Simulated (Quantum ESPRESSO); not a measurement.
# Al3InAs4 (P-43m): zone-centre phonons

Which modes does Al3InAs4 (P-43m) have at the zone centre?

Method: DFT LDA, scalar-relativistic, plane waves, GBRV ultrasoft pseudopotentials, in Quantum ESPRESSO 7.5.

The structure was built from a prototype and need not be the compound's stable phase.

**1. The structure**

The structure is cubic, space group P-43m (No. 215). Conventional cell: a = 5.760 Å, b = 5.760 Å, c = 5.760 Å, α = 90.00°, β = 90.00°, γ = 90.00°. In has 4 As at 2.49 Å nearest. Al has 4 As at 2.49 Å nearest. As has 1 In at 2.49 Å and 3 Al at 2.49 Å nearest. Farther neighbours are not listed.

**2. A probe with smearing**

A cheap run with smearing and empty bands tells whether the crystal has a gap, which decides between fixed occupations and smearing later on.

The input, probe.in:

```
 &control
    calculation='scf',
    prefix='x',
    outdir='./tmp',
    pseudo_dir='./pseudo',
    tprnfor=.true.,
    tstress=.true.,
    verbosity='high',
 /
 &system
    ibrav=1,
    celldm(1)=10.88482248,
    nat=8,
    ntyp=3,
    ecutwfc=45.0,
    ecutrho=270.0,
    occupations='smearing',
    smearing='gaussian',
    degauss=0.01,
 /
 &electrons
    conv_thr=1.0d-07,
    mixing_beta=0.7,
    electron_maxstep=100,
 /
ATOMIC_SPECIES
 In    114.8180  In.upf
 Al     26.9815  Al.upf
 As     74.9216  As.upf
ATOMIC_POSITIONS crystal
 In     0.000000000   0.000000000   0.000000000
 Al     0.000000000   0.500000000   0.500000000
 Al     0.500000000   0.000000000   0.500000000
 Al     0.500000000   0.500000000   0.000000000
 As     0.250000000   0.250000000   0.250000000
 As     0.250000000   0.750000000   0.750000000
 As     0.750000000   0.250000000   0.750000000
 As     0.750000000   0.750000000   0.250000000
K_POINTS automatic
 4 4 4 0 0 0
```

Started as:

```console
OMP_NUM_THREADS=1 mpirun -n 4 pw.x -nk 4 -in probe.in > probe.out
```

The program printed:

```text
[banners, grids, parts of the stress and lines that vanish by symmetry left out]
Program PWSCF v.7.5
     bravais-lattice index     =            1
     lattice parameter (alat)  =      10.8848  a.u.
[...]
kinetic-energy cutoff     =      45.0000  Ry
     charge density cutoff     =     270.0000  Ry
     scf convergence threshold =      1.0E-07
[...]
Exchange-correlation= SLA  PZ   NOGX NOGC
                           (   1   1   0   0   0   0   0)
[...]
24 Sym. Ops. (no inversion) found
[...]
(     0          1          0      )
                  (     0          0          1      )
[...]
(  0.0000000  1.0000000  0.0000000 )
                  (  0.0000000  0.0000000  1.0000000 )
[...]
(     0         -1          0      )
                  (     0          0          1      )
[...]
End of self-consistent calculation
[...]
the Fermi energy is     5.7391 ev
!    total energy              =    -312.48013838 Ry
[...]
convergence has been achieved in   9 iterations
[...]
atom    1 type  1   force =     0.00000000    0.00000000    0.00000000
     atom    2 type  2   force =     0.00000000    0.00000000    0.00000000
     atom    3 type  2   force =     0.00000000    0.00000000    0.00000000
     atom    4 type  2   force =     0.00000000    0.00000000    0.00000000
     atom    5 type  3   force =     0.02994462    0.02994462    0.02994462
     atom    6 type  3   force =     0.02994462   -0.02994462   -0.02994462
     atom    7 type  3   force =    -0.02994462    0.02994462   -0.02994462
     atom    8 type  3   force =    -0.02994462   -0.02994462    0.02994462
[...]
Total force =     0.103731     Total SCF correction =     0.000412
[...]
total   stress  (Ry/bohr**3)                   (kbar)     P=       -6.09
[...]
XML data file, charge density, pseudopotentials, collected wavefunctions

   JOB DONE.
```

Run time: 21 s. Hardware: 4 MPI ranks of Intel Xeon at 2.70GHz, shared host; 79 s of CPU time.

Read from the output:

```
volume per atom   : 23.89 Å³
pressure          : -0.609 GPa
gap on the k-mesh : 1.153 eV
```

A gap of 1.2 eV opens on this mesh, so the crystal is taken as an insulator; the start stands at -0.61 GPa.

**3. Relaxing the cell and atoms**

The relaxation runs at a cutoff a fifth above that of the response, since stress converges more slowly with the basis than frequencies do. Forces and stress are brought to rest with tight thresholds.

The input, relax.in:

```
 &control
    calculation='vc-relax',
    prefix='x',
    outdir='./tmp',
    pseudo_dir='./pseudo',
    tprnfor=.true.,
    tstress=.true.,
    forc_conv_thr=2.0d-05,
    etot_conv_thr=1.0d-07,
    nstep=40,
 /
 &system
    ibrav=1,
    celldm(1)=10.88482248,
    nat=8,
    ntyp=3,
    ecutwfc=54,
    ecutrho=324.0,
    occupations='fixed',
    nbnd=23,
 /
 &electrons
    conv_thr=1.0d-11,
    mixing_beta=0.7,
    electron_maxstep=100,
 /
 &ions
 /
 &cell
    press_conv_thr=0.2,
 /
ATOMIC_SPECIES
 In    114.8180  In.upf
 Al     26.9815  Al.upf
 As     74.9216  As.upf
ATOMIC_POSITIONS crystal
 In     0.000000000   0.000000000   0.000000000
 Al     0.000000000   0.500000000   0.500000000
 Al     0.500000000   0.000000000   0.500000000
 Al     0.500000000   0.500000000   0.000000000
 As     0.250000000   0.250000000   0.250000000
 As     0.250000000   0.750000000   0.750000000
 As     0.750000000   0.250000000   0.750000000
 As     0.750000000   0.750000000   0.250000000
K_POINTS automatic
 4 4 4 0 0 0
```

Started as:

```console
OMP_NUM_THREADS=1 mpirun -n 4 pw.x -nk 4 -in relax.in > relax.out
```

The program printed:

```text
[banners, grids, parts of the stress and lines that vanish by symmetry left out]
[banner, memory and clock lines left out]
Program PWSCF v.7.5

[...]
kinetic-energy cutoff     =      54.0000  Ry
     charge density cutoff     =     324.0000  Ry
     scf convergence threshold =      1.0E-11
[...]
energy convergence thresh.=      1.0E-07
     force convergence thresh. =      2.0E-05
     press convergence thresh. =      2.0E-01
     Exchange-correlation= SLA  PZ   NOGX NOGC
                           (   1   1   0   0   0   0   0)
[...]
24 Sym. Ops. (no inversion) found
[...]
number of k points=    10
[...]
c_bands:  1 eigenvalues not converged
[...]
c_bands:  1 eigenvalues not converged
[...]
End of self-consistent calculation
[...]
highest occupied, lowest unoccupied level (ev):     5.1638    6.3170
!    total energy              =    -312.48156971 Ry
[...]
convergence has been achieved in  14 iterations
[...]
atom    1 type  1   force =     0.00000000    0.00000000    0.00000000
     atom    2 type  2   force =     0.00000000    0.00000000    0.00000000
     atom    3 type  2   force =     0.00000000    0.00000000    0.00000000
     atom    4 type  2   force =     0.00000000    0.00000000    0.00000000
     atom    5 type  3   force =     0.02991093    0.02991093    0.02991093
     atom    6 type  3   force =     0.02991093   -0.02991093   -0.02991093
     atom    7 type  3   force =    -0.02991093    0.02991093   -0.02991093
     atom    8 type  3   force =    -0.02991093   -0.02991093    0.02991093
     Total force =     0.103615     Total SCF correction =     0.000003
[...]
total   stress  (Ry/bohr**3)                   (kbar)     P=       -4.78
[...]
number of bfgs steps    =   0
[...]
CELL_PARAMETERS (alat= 10.88482248)
[...]
ATOMIC_POSITIONS (crystal)
In               0.0000000000        0.0000000000        0.0000000000
Al               0.0000000000        0.5000000000        0.5000000000
Al               0.5000000000        0.0000000000        0.5000000000
Al               0.5000000000        0.5000000000        0.0000000000
[...]
New effective cutoffs (rho, wfc):  324.41   54.07
[...]
End of self-consistent calculation
[...]
highest occupied, lowest unoccupied level (ev):     5.1660    6.3552
!    total energy              =    -312.49081890 Ry
[...]
convergence has been achieved in  10 iterations
[...]
atom    1 type  1   force =     0.00000000    0.00000000    0.00000000
     atom    2 type  2   force =     0.00000000    0.00000000    0.00000000
     atom    3 type  2   force =     0.00000000    0.00000000    0.00000000
     atom    4 type  2   force =     0.00000000    0.00000000    0.00000000
     atom    5 type  3   force =     0.02104842    0.02104842    0.02104842
     atom    6 type  3   force =     0.02104842   -0.02104842   -0.02104842
[...]
Total force =     0.072914     Total SCF correction =     0.000002
[...]
total   stress  (Ry/bohr**3)                   (kbar)     P=       -5.75
[...]
number of bfgs steps    =   1
[...]
CELL_PARAMETERS (alat= 10.88482248)
[...]
ATOMIC_POSITIONS (crystal)
[...]
New effective cutoffs (rho, wfc):  325.76   54.29
[...]
End of self-consistent calculation
[...]
highest occupied, lowest unoccupied level (ev):     5.1953    6.4534
[...]
convergence has been achieved in   8 iterations
[...]
Total force =     0.000241     Total SCF correction =     0.000001
[...]
total   stress  (Ry/bohr**3)                   (kbar)     P=       -0.58
[...]
number of bfgs steps    =   4
[...]
CELL_PARAMETERS (alat= 10.88482248)
[...]
ATOMIC_POSITIONS (crystal)
[...]
New effective cutoffs (rho, wfc):  327.40   54.57
[...]
highest occupied, lowest unoccupied level (ev):     5.2462    6.5686
!    total energy              =    -312.50107039 Ry
[...]
convergence has been achieved in   8 iterations
[...]
Total force =     0.000308     Total SCF correction =     0.000000
[...]
total   stress  (Ry/bohr**3)                   (kbar)     P=       -0.29
[...]
number of bfgs steps    =   5
[...]
CELL_PARAMETERS (alat= 10.88482248)
[...]
ATOMIC_POSITIONS (crystal)
[...]
New effective cutoffs (rho, wfc):  327.48   54.58
[...]
highest occupied, lowest unoccupied level (ev):     5.2501    6.5752
!    total energy              =    -312.50107102 Ry
[...]
convergence has been achieved in   7 iterations
[...]
Total force =     0.000090     Total SCF correction =     0.000000
[...]
total   stress  (Ry/bohr**3)                   (kbar)     P=       -0.01
[...]
number of bfgs steps    =   6
[...]
CELL_PARAMETERS (alat= 10.88482248)
[...]
ATOMIC_POSITIONS (crystal)
[...]
New effective cutoffs (rho, wfc):  327.49   54.58
[...]
End of self-consistent calculation
[...]
highest occupied, lowest unoccupied level (ev):     5.2503    6.5754
!    total energy              =    -312.50107104 Ry
[...]
convergence has been achieved in   5 iterations
[...]
Total force =     0.000012     Total SCF correction =     0.000000
[...]
total   stress  (Ry/bohr**3)                   (kbar)     P=        0.00
[...]
bfgs converged in   8 scf cycles and   7 bfgs steps
[...]
End of BFGS Geometry Optimization
     Final enthalpy           =    -312.5010710388 Ry
     File ./tmp/x.bfgs deleted, as requested
[...]
CELL_PARAMETERS (alat= 10.88482248)
[...]
ATOMIC_POSITIONS (crystal)
[...]
As               0.7398967073        0.2601032927        0.7398967073
As               0.7398967073        0.7398967073        0.2601032927
[...]
Final scf calculation at the relaxed structure.
[...]
kinetic-energy cutoff     =      54.0000  Ry
     charge density cutoff     =     324.0000  Ry
     scf convergence threshold =      1.3E-13
[...]
press convergence thresh. =      2.0E-01
     Exchange-correlation= SLA  PZ   NOGX NOGC
                           (   1   1   0   0   0   0   0)
[...]
24 Sym. Ops. (no inversion) found
[...]
number of k points=    10
[...]
c_bands:  1 eigenvalues not converged
[...]
End of self-consistent calculation
[...]
highest occupied, lowest unoccupied level (ev):     5.2504    6.5757
!    total energy              =    -312.50103215 Ry
[...]
convergence has been achieved in  16 iterations
[...]
atom    1 type  1   force =     0.00000000    0.00000000    0.00000000
     atom    2 type  2   force =     0.00000000    0.00000000    0.00000000
     atom    3 type  2   force =     0.00000000    0.00000000    0.00000000
     atom    4 type  2   force =     0.00000000    0.00000000    0.00000000
     atom    5 type  3   force =    -0.00000216   -0.00000216   -0.00000216
     atom    6 type  3   force =    -0.00000216    0.00000216    0.00000216
     atom    7 type  3   force =     0.00000216   -0.00000216    0.00000216
     atom    8 type  3   force =     0.00000216    0.00000216   -0.00000216
     Total force =     0.000007     Total SCF correction =     0.000000
[...]
total   stress  (Ry/bohr**3)                   (kbar)     P=        0.07
[...]
XML data file, charge density, pseudopotentials, collected wavefunctions
```

Run time: 3.9 min. Hardware: 4 MPI ranks.

Step by step:

```tsv
step	energy less that of the first step (eV)	largest force (eV/Å)	pressure (GPa)	volume (Å³)
1	0.0000	1.3320	-0.48	191.10
2	-0.1258	0.9373	-0.57	190.64
3	-0.2383	0.3934	-0.43	189.45
4	-0.2652	0.0187	-0.11	188.27
5	-0.2653	0.0031	-0.06	188.11
6	-0.2653	0.0040	-0.03	188.03
7	-0.2653	0.0012	0.00	187.96
8	-0.2653	0.0002	0.00	187.96
9	-0.2648	0.0001	0.01	187.96
```

```tsv
conventional cell, symmetrised	before	after	change
a (Å)	5.760	5.728	-0.6 %
b (Å)	5.760	5.728	-0.6 %
c (Å)	5.760	5.728	-0.6 %
volume (Å³/atom)	23.89	23.49	-1.6 %
```

The atoms that moved most (Å, as changes of fractional coordinates times the final cell):

```tsv
atom	dx	dy	dz	length
As7	-0.058	0.058	-0.058	0.100
As8	-0.058	-0.058	0.058	0.100
As6	0.058	-0.058	-0.058	0.100
As5	0.058	0.058	0.058	0.100
```

Final coordinates:

```
CELL_PARAMETERS angstrom
5.72820 0.00000 0.00000
0.00000 5.72820 0.00000
0.00000 0.00000 5.72820
ATOMIC_POSITIONS crystal
In 0.00000 0.00000 0.00000
Al 0.00000 0.50000 0.50000
Al 0.50000 0.00000 0.50000
Al 0.50000 0.50000 0.00000
As 0.26010 0.26010 0.26010
As 0.26010 0.73990 0.73990
As 0.73990 0.26010 0.73990
As 0.73990 0.73990 0.26010
```

The last row of the table of steps is pw.x's closing run on a basis chosen anew for the final cell, so its energy can jump.

Read from the output:

| Property | Result |
| --- | --- |
| volume per atom | 23.49 Å³ |
| pressure | 0.007000 GPa |
| gap on the k-mesh | 1.325 eV |

The volume changes by -1.6 % from the cell with which this run began.

**4. Ground state**

The response is built on this ground state, so it is converged far tighter than an energy would need. With a gap, occupations are fixed, which also allows the response to an electric field.

The input, scf.in:

```
 &control
    calculation='scf',
    prefix='x',
    outdir='./tmp',
    pseudo_dir='./pseudo',
    tprnfor=.true.,
    tstress=.true.,
 /
 &system
    ibrav=1,
    celldm(1)=10.82472909,
    nat=8,
    ntyp=3,
    ecutwfc=45.0,
    ecutrho=270.0,
    occupations='fixed',
    nbnd=23,
 /
 &electrons
    conv_thr=1.0d-12,
    mixing_beta=0.7,
    electron_maxstep=100,
 /
ATOMIC_SPECIES
 In    114.8180  In.upf
 Al     26.9815  Al.upf
 As     74.9216  As.upf
ATOMIC_POSITIONS crystal
 In     0.000000000   0.000000000   0.000000000
 Al     0.000000000   0.500000000   0.500000000
 Al     0.500000000   0.000000000   0.500000000
 Al     0.500000000   0.500000000   0.000000000
 As     0.260103293   0.260103293   0.260103293
 As     0.260103293   0.739896707   0.739896707
 As     0.739896707   0.260103293   0.739896707
 As     0.739896707   0.739896707   0.260103293
K_POINTS automatic
 4 4 4 0 0 0
```

Started as:

```console
OMP_NUM_THREADS=1 mpirun -n 4 pw.x -nk 4 -in scf.in > scf.out
```

The program printed:

```text
[banners, grids, parts of the stress and lines that vanish by symmetry left out]
[banner, memory and clock lines left out]
Program PWSCF v.7.5

[...]
kinetic-energy cutoff     =      45.0000  Ry
     charge density cutoff     =     270.0000  Ry
     scf convergence threshold =      1.0E-12
[...]
Exchange-correlation= SLA  PZ   NOGX NOGC
                           (   1   1   0   0   0   0   0)
[...]
24 Sym. Ops. (no inversion) found
[...]
number of k points=    10
[...]
c_bands:  1 eigenvalues not converged
[...]
End of self-consistent calculation
[...]
highest occupied, lowest unoccupied level (ev):     5.2507    6.5760
!    total energy              =    -312.49960961 Ry
[...]
convergence has been achieved in  15 iterations
[...]
atom    1 type  1   force =     0.00000000    0.00000000    0.00000000
     atom    2 type  2   force =     0.00000000    0.00000000    0.00000000
     atom    3 type  2   force =     0.00000000    0.00000000    0.00000000
     atom    4 type  2   force =     0.00000000    0.00000000    0.00000000
     atom    5 type  3   force =     0.00002796    0.00002796    0.00002796
     atom    6 type  3   force =     0.00002796   -0.00002796   -0.00002796
     atom    7 type  3   force =    -0.00002796    0.00002796   -0.00002796
     atom    8 type  3   force =    -0.00002796   -0.00002796    0.00002796
     Total force =     0.000097     Total SCF correction =     0.000001
[...]
total   stress  (Ry/bohr**3)                   (kbar)     P=       -1.07
[...]
XML data file, charge density, pseudopotentials, collected wavefunctions
```

The job ended after 28 s (4 MPI ranks).

Numbers from this step:

- pressure: -0.1070 GPa

The cell stands at -0.11 GPa, close enough for phonons.

[end of part 1 of 3]

[Host names and launcher messages were left out of these logs when they were recorded.]

[Logs are printed without paths, hosts, clocks, repeated set-up lines and the standing remarks that a program may print on its own settings, such as how far it seeks lower states.]

[Hosts, paths, dates, database ids (printed as entryN), source tags and the programs' standing remarks are cut or masked in the printed files.]
